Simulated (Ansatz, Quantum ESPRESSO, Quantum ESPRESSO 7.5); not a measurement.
## Screening and band shifts of 1T-TiO2, 1 layer

How does 1T-TiO2, 1 layer respond to a gate-like field without added charge?

Calculated with Quantum ESPRESSO 7.5; plane-wave DFT, PBE, GBRV ultrasoft pseudopotentials (geometry and cross-check by Ansatz 0.2.0 with PAW datasets; geometry under PBE).

Report form: the programs' logs are mostly left out.

**1. Set-up**

The cell holds 3 atoms: 2 O and 1 Ti. Cell: a = 2.990 Å, b = 2.990 Å, c = 19.461 Å, α = 90.0°, β = 90.0°, γ = 120.0°. It derives from TiO2. Vacuum lies along c.

As a file:

```cif
data_structure
_symmetry_space_group_name_H-M 'P 1'
_symmetry_Int_Tables_number 1
_cell_length_a 2.9900
_cell_length_b 2.9900
_cell_length_c 19.4612
_cell_angle_alpha 90.000
_cell_angle_beta 90.000
_cell_angle_gamma 120.000
_cell_volume 150.68
loop_
_atom_site_label
_atom_site_type_symbol
_atom_site_fract_x
_atom_site_fract_y
_atom_site_fract_z
_atom_site_occupancy
O1 O 0.66667 0.33333 0.43677 1
Ti2 Ti 0.00000 0.00000 0.50000 1
O3 O 0.33333 0.66667 0.56323 1
```

This sheet is a model structure: its symmetry is held, and its stability is not tested here.

**2. Relaxation with Ansatz**

A relaxation in Ansatz fixes the structure of this slab for the runs on it.

Contents of input.yaml:

```yaml
crystal:
  lattice:
    - [2.99, 0.0, 0.0]
    - [-1.495, 2.5894159573, 0.0]
    - [0.0, 0.0, 19.4611921231]
  atoms:
    - { symbol: O, position: [0.6666666667, 0.3333333333, 0.436766666] }
    - { symbol: Ti, position: [0.0, 0.0, 0.5] }
    - { symbol: O, position: [0.3333333333, 0.6666666667, 0.563233334] }
kpoints:
  mp_grid: { grid: [12, 12, 1] }
hamiltonian:
  xc: pbe
scf:
  occupations: { method: fermi_dirac, width: 0.05 }
  convergence: { dr2_threshold: 1.0e-08 }
efield:
  axis: 3
  dipole_correction: true
  ramp_position: 0.97
  ramp_width: 0.04
relax:
  f_tol: 0.01
  cell: { fix: [c, alpha, beta] }
output:
  write_potential: true
  write_density: true
  volumetric_format: npy
```

Started as:

```bash
$ ansatz run input.yaml --threads 4 --pin off --max-ram 8192MiB --backend cpu --events-out ev --progress --plain --runs-dir out
```

Elapsed: 8.1 s, on 4 threads of Intel Xeon Platinum 8375C at 2.90GHz (Ice Lake), shared host; peak memory 0.48 GiB; 26 s of CPU time.

The steps of the relaxation:

```
step  energy less that of the first step (eV)  largest force component (eV/Å)  pressure (GPa)  volume (Å³)
   1                                   0.0000                          4.1693           -6.15       150.68
   2                                  -1.0840                          1.4230           -2.57       152.43
   3                                  -1.1849                          0.5625            1.42       148.52
   4                                  -1.2028                          0.0581           -0.13       150.80
   5                                  -1.2032                          0.0029            0.01       150.62
  6*                                  -1.2032                          0.0029            0.00       150.62
```

Relaxation steps marked * repeat the geometry before them on a plane-wave basis chosen anew for their cell, so energy and pressure can jump there.

```
cell as run  before  after  change
      a (Å)   2.990  2.989  -0.0 %
      b (Å)   2.990  2.989  -0.0 %
```

The atoms that moved most (Å, along periodic axes as changes of fractional coordinates times the final cell, across vacuum about the mean position):

```
atom     dx     dy      dz  length
  O1  0.000  0.000   0.266   0.266
  O3  0.000  0.000  -0.266   0.266
```

The relaxed structure:

```xyz
3
Lattice="2.9895 0.0000 0.0000 -1.4947 2.5890 0.0000 0.0000 0.0000 19.4612" Properties=species:S:1:pos:R:3
O     1.4947    0.8630    8.7659
Ti    0.0000    0.0000    9.7306
O     0.0000    1.7260   10.6953
```

This step gave:

```
free energy                                                      : -3638.3185 eV
Fermi energy                                                     : -3.421 eV
gap by band count                                                : 2.727 eV
symmetry operations                                              : 6
dipole along the normal                                          : -5.24e-6 e·Å
vacuum level at the upper face over a Fermi level inside the gap : 6.894 eV
vacuum level at the lower face over a Fermi level inside the gap : 6.894 eV
```

**3. Ground state: no field**

The zero-field run is the reference. tefield and dipfield are on already, so that all runs share k-points and boundary.

Level of this step: plane-wave DFT, PBE, GBRV ultrasoft pseudopotentials (Quantum ESPRESSO 7.5).

Contents of f0.in:

```
&control
  prefix = 'f0'
  outdir = './out'
  pseudo_dir = './pseudo'
  calculation = 'scf'
  tprnfor = .true.
  tefield = .true.
  dipfield = .true.
/
&system
  ibrav = 0
  nat = 3
  ntyp = 2
  ecutwfc = 40
  ecutrho = 200
  occupations = 'smearing'
  smearing = 'fd'
  degauss = 0.004
  edir = 3
  emaxpos = 0.97
  eopreg = 0.04
  eamp = 0.0
/
&electrons
  conv_thr = 1e-09
  mixing_beta = 0.4
  electron_maxstep = 120
  mixing_mode = 'plain'
/
ATOMIC_SPECIES
  O   15.9990  o_pbe_v1.2.uspp.F.UPF
  Ti  47.8670  ti_pbe_v1.4.uspp.F.UPF
CELL_PARAMETERS angstrom
  2.98947472923960 -0.00000000000000 -0.00000000000000
  -1.49473736461980 2.58896105949310 -0.00000000000000
  -0.00000000000000 -0.00000000000000 19.46119212310000
ATOMIC_POSITIONS crystal
  O   0.666666666667 0.333333333333 0.450431502381
  Ti  -0.000000000000 -0.000000000000 0.499999982143
  O   0.333333333333 0.666666666667 0.549568515476
K_POINTS automatic
  12 12 1 0 0 0
```

Started as:

```bash
$ OMP_NUM_THREADS=1 mpirun -n 4 pw.x -nk 4 -in f0.in > f0.out
```

Run time: 21 s. Hardware: 4 MPI ranks; peak memory 0.5 GiB; 84 s of CPU time.

This step gave:

| Quantity | Value |
| --- | --- |
| free energy | -2506.1800 eV |
| Fermi energy | -3.405 eV |
| dipole along the normal | 0 e·Å |
| valence top, on the run's zero | -4.840 eV |
| conduction bottom, on the run's zero | -2.112 eV |
| gap by band count | 2.728 eV |

The run needed 12 iterations to bring the estimated error under 1e-09 Ry; the largest force on any atom, held or free, is 0.03 eV/Å.

**4. Potential by pp.x**

The vacuum level is read from the electrostatic potential (plot_num = 11), averaged over planes.

Contents of f0.pot.in:

```
&inputpp
  prefix = 'f0'
  outdir = './out'
  filplot = 'f0.pot.dat'
  plot_num = 11
/
```

Started as:

```bash
$ OMP_NUM_THREADS=1 mpirun -n 4 pp.x -in f0.pot.in > f0.pot.out
```

Elapsed: 1.3 s, on 4 MPI ranks; peak memory 0.09 GiB.

This step gave:

| Item | Value |
| --- | --- |
| slope of the potential above | 4.01e-6 eV/Å |
| upper vacuum line continued to the top atoms, over the valence top | 8.315 eV |
| slope of the potential below | -1.35e-5 eV/Å |
| lower vacuum line continued to the bottom atoms, over the valence top | 8.315 eV |
| vacuum level at the upper face over the valence top of the mesh | 8.315 eV |
| vacuum level at the lower face over the valence top of the mesh | 8.315 eV |

The vacuum is flat to 0.1 meV/Å, so its level is well defined. Inside the slab the curve depends on the local part of the pseudopotentials; only the vacuum level has a meaning of its own.

**5. Bands along a path: no field**

A bands run reads the converged density and follows the path given under K_POINTS.

f0.bands.in, as its differences from the input of step 3:

```diff
@@ -1,7 +1,6 @@
 &control
-  prefix = 'f0'
+  prefix = 'f0.bands'
   outdir = './out'
   pseudo_dir = './pseudo'
-  calculation = 'scf'
-  tprnfor = .true.
+  calculation = 'bands'
   tefield = .true.
@@ -22,8 +21,9 @@
   eamp = 0.0
+  nbnd = 18
 /
 &electrons
-  conv_thr = 1e-09
+  conv_thr = 1e-07
   mixing_beta = 0.4
   electron_maxstep = 120
-  mixing_mode = 'plain'
+  mixing_mode = 'local-TF'
 /
@@ -40,3 +40,7 @@
   O   0.333333333333 0.666666666667 0.549568515476
-K_POINTS automatic
-  12 12 1 0 0 0
+K_POINTS crystal_b
+4
+  0.0000000000 0.0000000000 0.0000000000 14
+  0.5000000000 0.0000000000 0.0000000000 14
+  0.3333333333 0.3333333333 0.0000000000 14
+  0.0000000000 0.0000000000 0.0000000000 1
```

Started as:

```bash
$ cp -r out/f0.save out/f0.bands.save
$ cp out/f0.xml out/f0.bands.xml
$ OMP_NUM_THREADS=1 mpirun -n 4 pw.x -nk 4 -in f0.bands.in > f0.bands.out
```

Run time: 8.2 s. Hardware: 4 MPI ranks; peak memory 0.29 GiB; 32 s of CPU time.

Numbers from this step:

| Property | Result |
| --- | --- |
| valence top, on the run's zero | -4.820 eV |
| gap by band count | 2.708 eV |

Band numbers count within the set of bands kept for display. The electronic bands at the labelled points (eV, zero at the highest filled level of the SCF mesh; v1 is the highest filled band, c1 the lowest empty one):

```
  point     v4     v3     v2     v1    c1    c2    c3    c4
      Γ  -3.60  -0.63  -0.17  -0.17  2.73  2.73  4.43  6.92
halfway  -2.97  -2.01  -0.98  -0.02  3.12  3.58  4.15  5.95
      M  -2.53  -1.66  -1.19  -0.63  2.98  3.76  3.83  6.36
halfway  -1.98  -1.92  -1.46  -0.73  3.04  3.84  3.92  6.35
      K  -2.76  -1.41  -1.41  -1.05  2.94  4.00  4.00  6.31
halfway  -2.82  -1.89  -1.48   0.00  3.43  3.55  4.03  6.09
      Γ  -3.60  -0.63  -0.17  -0.17  2.73  2.73  4.43  6.92
```

Along this path the valence top lies between K and Γ and the conduction bottom at Γ.

**6. SCF with pw.x: field 0.1 V/Å**

eamp is the field in Hartree atomic units (1 a.u. = 51.42 V/Å). With dipfield on, it is the field in the vacuum beside an isolated sheet. The run starts from the density of the one before.

f1.in, as its differences from the input of step 3:

```diff
@@ -1,3 +1,3 @@
 &control
-  prefix = 'f0'
+  prefix = 'f1'
   outdir = './out'
@@ -21,3 +21,3 @@
   eopreg = 0.04
-  eamp = 0.0
+  eamp = 0.00194469
 /
@@ -28,2 +28,3 @@
   mixing_mode = 'plain'
+  startingpot = 'file'
 /
```

Started as:

```bash
$ cp -r out/f0.save out/f1.save
$ OMP_NUM_THREADS=1 mpirun -n 4 pw.x -nk 4 -in f1.in > f1.out
```

Wall time 18 s (4 MPI ranks); peak memory 0.5 GiB; 71 s of CPU time.

Read from the output:

- free energy: -2506.1806 eV
- Fermi energy: -3.388 eV
- dipole along the normal: 0.01289 e·Å
- valence top, on the run's zero: -4.824 eV
- conduction bottom, on the run's zero: -2.096 eV
- gap by band count: 2.728 eV

The dipole goes from -0.0000 to 0.0129 e Å, 0.1289 e Å per V/Å.

**7. Electrostatic potential**

Contents of f1.pot.in:

```
&inputpp
  prefix = 'f1'
  outdir = './out'
  filplot = 'f1.pot.dat'
  plot_num = 11
/
```

Started as:

```bash
$ OMP_NUM_THREADS=1 mpirun -n 4 pp.x -in f1.pot.in > f1.pot.out
```

Run time: 1.3 s. Hardware: 4 MPI ranks; peak memory 0.1 GiB; 4.3 s of CPU time.

Numbers from this step:

| Property | Result |
| --- | --- |
| slope of the potential above | 0.1000 eV/Å |
| upper vacuum line continued to the top atoms, over the valence top | 8.261 eV |
| slope of the potential below | 0.09999 eV/Å |
| lower vacuum line continued to the bottom atoms, over the valence top | 8.369 eV |

The slope in the vacuum is 0.100 eV/Å for an applied 0.10 V/Å, as it should be.

**8. SCF with pw.x: field 0.2 V/Å**

f2.in, as its differences from the input of step 6:

```diff
@@ -1,3 +1,3 @@
 &control
-  prefix = 'f1'
+  prefix = 'f2'
   outdir = './out'
@@ -21,3 +21,3 @@
   eopreg = 0.04
-  eamp = 0.00194469
+  eamp = 0.00388938
 /
```

Started as:

```bash
$ cp -r out/f0.save out/f2.save
$ OMP_NUM_THREADS=1 mpirun -n 4 pw.x -nk 4 -in f2.in > f2.out
```

Run time: 18 s. Hardware: 4 MPI ranks; peak memory 0.5 GiB.

Numbers from this step:

| Property | Result |
| --- | --- |
| free energy | -2506.1825 eV |
| Fermi energy | -3.373 eV |
| dipole along the normal | 0.02573 e·Å |
| valence top, on the run's zero | -4.808 eV |
| conduction bottom, on the run's zero | -2.080 eV |

The dipole goes from -0.0000 to 0.0257 e Å, 0.1287 e Å per V/Å.

**9. Electrostatic potential**

Contents of f2.pot.in:

```
&inputpp
  prefix = 'f2'
  outdir = './out'
  filplot = 'f2.pot.dat'
  plot_num = 11
/
```

Started as:

```bash
$ OMP_NUM_THREADS=1 mpirun -n 4 pp.x -in f2.pot.in > f2.pot.out
```

Elapsed: 1.3 s, on 4 MPI ranks; peak memory 0.1 GiB.

Read from the output:

* slope of the potential above: 0.2000 eV/Å
* upper vacuum line continued to the top atoms, over the valence top: 8.208 eV
* slope of the potential below: 0.2000 eV/Å
* lower vacuum line continued to the bottom atoms, over the valence top: 8.424 eV

The slope in the vacuum is 0.200 eV/Å for an applied 0.20 V/Å, as it should be.

**10. Band structure: field 0.2 V/Å**

f2.bands.in, as its differences from the input of step 5:

```diff
@@ -1,3 +1,3 @@
 &control
-  prefix = 'f0.bands'
+  prefix = 'f2.bands'
   outdir = './out'
@@ -20,3 +20,3 @@
   eopreg = 0.04
-  eamp = 0.0
+  eamp = 0.00388938
   nbnd = 18
```

Started as:

```bash
$ cp -r out/f2.save out/f2.bands.save
$ cp out/f2.xml out/f2.bands.xml
$ OMP_NUM_THREADS=1 mpirun -n 4 pw.x -nk 4 -in f2.bands.in > f2.bands.out
```

The job ended after 8 s (4 MPI ranks; peak memory 0.33 GiB; 31 s of CPU time).

Numbers from this step:

| Item | Value |
| --- | --- |
| valence top, on the run's zero | -4.788 eV |
| gap by band count | 2.708 eV |

Band numbers count within the set of bands kept for display. The electronic bands at the labelled points (eV, zero at the highest filled level of the SCF mesh; v1 is the highest filled band, c1 the lowest empty one):

```
  point     v4     v3     v2     v1    c1    c2    c3    c4
      Γ  -3.60  -0.63  -0.17  -0.17  2.73  2.73  4.43  6.63
halfway  -2.97  -2.01  -0.98  -0.02  3.12  3.58  4.15  5.95
      M  -2.53  -1.66  -1.19  -0.63  2.98  3.76  3.83  6.36
halfway  -1.99  -1.92  -1.46  -0.73  3.04  3.84  3.92  6.35
      K  -2.76  -1.43  -1.39  -1.05  2.94  4.00  4.01  6.31
halfway  -2.82  -1.89  -1.48   0.00  3.43  3.55  4.03  6.09
      Γ  -3.60  -0.63  -0.17  -0.17  2.73  2.73  4.43  6.63
```

Upper empty bands that drop with the field can be states of the vacuum, held by the sawtooth; they depend on the cell's width.

Along this path the valence top lies between K and Γ and the conduction bottom at Γ.

**11. Self-consistent run: field 0.4 V/Å**

f3.in, as its differences from the input of step 8:

```diff
@@ -1,3 +1,3 @@
 &control
-  prefix = 'f2'
+  prefix = 'f3'
   outdir = './out'
@@ -21,3 +21,3 @@
   eopreg = 0.04
-  eamp = 0.00388938
+  eamp = 0.00777876
 /
```

Started as:

```bash
$ cp -r out/f0.save out/f3.save
$ OMP_NUM_THREADS=1 mpirun -n 4 pw.x -nk 4 -in f3.in > f3.out
```

Elapsed: 23 s, on 4 MPI ranks; peak memory 0.5 GiB; 89 s of CPU time.

Numbers from this step:

* free energy: -2506.1903 eV
* Fermi energy: -3.342 eV
* dipole along the normal: 0.05153 e·Å
* valence top, on the run's zero: -4.778 eV
* conduction bottom, on the run's zero: -2.050 eV
* gap by band count: 2.728 eV

The dipole goes from -0.0000 to 0.0515 e Å, 0.1288 e Å per V/Å.

**12. Potential by pp.x**

Contents of f3.pot.in:

```
&inputpp
  prefix = 'f3'
  outdir = './out'
  filplot = 'f3.pot.dat'
  plot_num = 11
/
```

Started as:

```bash
$ OMP_NUM_THREADS=1 mpirun -n 4 pp.x -in f3.pot.in > f3.pot.out
```

Elapsed: 1.2 s, on 4 MPI ranks; peak memory 0.1 GiB; 4.2 s of CPU time.

Numbers from this step:

```
slope of the potential above                                          : 0.4000 eV/Å
upper vacuum line continued to the top atoms, over the valence top    : 8.103 eV
slope of the potential below                                          : 0.4000 eV/Å
lower vacuum line continued to the bottom atoms, over the valence top : 8.535 eV
```

The slope in the vacuum is 0.400 eV/Å for an applied 0.40 V/Å, as it should be.

Each curve counts from the valence top of its own run.

The runs together. Table of potential energy by z:

```
z (Å)  potential at 0 V/Å (eV)  potential at 0.1 V/Å (eV)  potential at 0.2 V/Å (eV)  potential at 0.4 V/Å (eV)
    0                     8.31                       7.90                       7.49                       6.67
    1                     8.31                       7.59                       6.87                       5.43
    2                     8.31                       7.69                       7.07                       5.83
    3                     8.31                       7.79                       7.27                       6.23
    4                     8.31                       7.89                       7.47                       6.63
    5                     8.31                       7.99                       7.67                       7.03
    6                     8.31                       8.09                       7.87                       7.43
    7                     8.27                       8.15                       8.02                       7.78
    8                     6.62                       6.58                       6.54                       6.46
    9                    -9.22                      -9.22                      -9.23                      -9.25
   10                    -14.9                      -14.9                      -14.9                      -14.9
   11                    -1.10                      -1.08                      -1.06                      -1.02
   12                     8.08                       8.16                       8.25                       8.41
   13                     8.31                       8.48                       8.66                       9.02
   14                     8.31                       8.59                       8.87                       9.42
   15                     8.31                       8.69                       9.07                       9.82
   16                     8.31                       8.79                       9.27                       10.2
   17                     8.31                       8.89                       9.47                       10.6
   18                     8.31                       8.99                       9.67                       11.0
   19                     8.31                       8.83                       9.35                       10.4
```

**13. Bands along a path: field 0.4 V/Å**

f3.bands.in, as its differences from the input of step 10:

```diff
@@ -1,3 +1,3 @@
 &control
-  prefix = 'f2.bands'
+  prefix = 'f3.bands'
   outdir = './out'
@@ -20,3 +20,3 @@
   eopreg = 0.04
-  eamp = 0.00388938
+  eamp = 0.00777876
   nbnd = 18
```

Started as:

```bash
$ cp -r out/f3.save out/f3.bands.save
$ cp out/f3.xml out/f3.bands.xml
$ OMP_NUM_THREADS=1 mpirun -n 4 pw.x -nk 4 -in f3.bands.in > f3.bands.out
```

The job ended after 8.4 s (4 MPI ranks; peak memory 0.29 GiB).

Numbers from this step:

| Quantity | Value |
| --- | --- |
| valence top, on the run's zero | -4.758 eV |
| gap by band count | 2.708 eV |

Band numbers count within the set of bands kept for display. The electronic bands at the labelled points (eV, zero at the highest filled level of the SCF mesh; v1 is the highest filled band, c1 the lowest empty one):

```
  point     v4     v3     v2     v1    c1    c2    c3    c4
      Γ  -3.60  -0.63  -0.17  -0.17  2.73  2.73  4.43  5.67
halfway  -2.97  -2.01  -0.98  -0.02  3.12  3.58  4.15  5.95
      M  -2.53  -1.66  -1.19  -0.63  2.98  3.76  3.83  6.35
halfway  -2.00  -1.90  -1.46  -0.73  3.04  3.84  3.92  6.35
      K  -2.76  -1.46  -1.36  -1.05  2.93  4.00  4.01  6.31
halfway  -2.82  -1.89  -1.48   0.00  3.42  3.55  4.03  6.09
      Γ  -3.60  -0.63  -0.17  -0.17  2.73  2.73  4.43  5.67
```

Upper empty bands that drop with the field can be states of the vacuum, held by the sawtooth; they depend on the cell's width.

Along this path the valence top lies between K and Γ and the conduction bottom at Γ.

(Part 1 of 2 ends here.)

[Logs are printed without paths, hosts, clocks, repeated set-up lines and the standing remarks that a program may print on its own settings, such as how far it seeks lower states.]

[Hosts, paths, dates, database ids (printed as entryN), source tags and the programs' standing remarks are cut or masked in the printed files.]

[Maps of the electrostatic potential energy from Ansatz leave out the sawtooth potential of an applied field or a dipole correction, so their vacuum need not be flat; planar profiles and work functions include it.]
